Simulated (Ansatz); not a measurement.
In doubt: masses and optical values from hybrid runs of this build are listed as unsure (in some of the runs), which bears on the screening that GW takes from such a start.

Two G0W0 runs on K3SI (antiperovskite) (Pm-3m).

The structure was built from a prototype and need not be the compound's stable phase.

It takes space group Pm-3m (No. 221, cubic). The conventional cell has a = 6.034 Å, b = 6.034 Å, c = 6.034 Å, α = 90.00°, β = 90.00°, γ = 90.00°. Nearest to I lie 12 K at 4.27 Å. Nearest to S lie 6 K at 3.02 Å. Nearest to K lie 2 S at 3.02 Å and 8 K at 4.27 Å and 4 I at 4.27 Å. It derives from I1K3S1. Farther neighbours and most contacts between anions are not listed.

```xyz
5
Lattice="6.0336 0.0000 0.0000 0.0000 6.0336 0.0000 0.0000 0.0000 6.0336" Properties=species:S:1:pos:R:3 pbc="T T T"
I     0.0000    0.0000    0.0000
S     3.0168    3.0168    3.0168
K     3.0168    3.0168    0.0000
K     3.0168    0.0000    3.0168
K     0.0000    3.0168    3.0168
```

The structure was relaxed with PBE. The structure type comes from a generator and need not be one that this composition takes. The runs that relaxed it are not among those shown. Spin-orbit coupling is left out unless a run names it. PAW set soft_2, made with PBE.

The first (Ansatz 0.2.0; start PBE, 2×2×2 mesh, 655 empty bands, screening to 120 eV, plasmon pole; 4 threads of Arm Neoverse V2, shared host) gave, on its mesh: starting gap 1.70 eV, G0W0 gap 3.29 eV, RPA ε∞ (mean) 3.12, 71 s.

Q: The second changes start from PBE to PBE0 and frequency model from plasmon pole to contour deformation. What does it give?

It gave: starting gap 3.35 eV, G0W0 gap 4.16 eV, RPA ε∞ (mean) 2.32, 4.4 min. The G0W0 gap moves by +0.87 eV, +1.64 eV from the start and −0.77 eV from the correction. Σc changes by −0.56 eV at the valence top and +0.33 eV at the conduction bottom, and Σx − Vxc between them by −1.66 eV.

Limits: not at the basis limit; no spin-orbit coupling; coarse k mesh.

[Paths, hosts, dates, memory and timing lines, banners, echoed tables and standing remarks are left out of the program output.]

[Logs are printed without paths, hosts, clocks, repeated set-up lines and the standing remarks that a program may print on its own settings, such as how far it seeks lower states.]

[Runs of the session that timed out or met a known fault of the program may be left out.]

[Cells called generated may have been cut or substituted from an entry of the Crystallography Open Database or the Materials Project.]

[Hosts, paths, dates, database ids (printed as entryN), source tags and the programs' standing remarks are cut or masked in the printed files.]
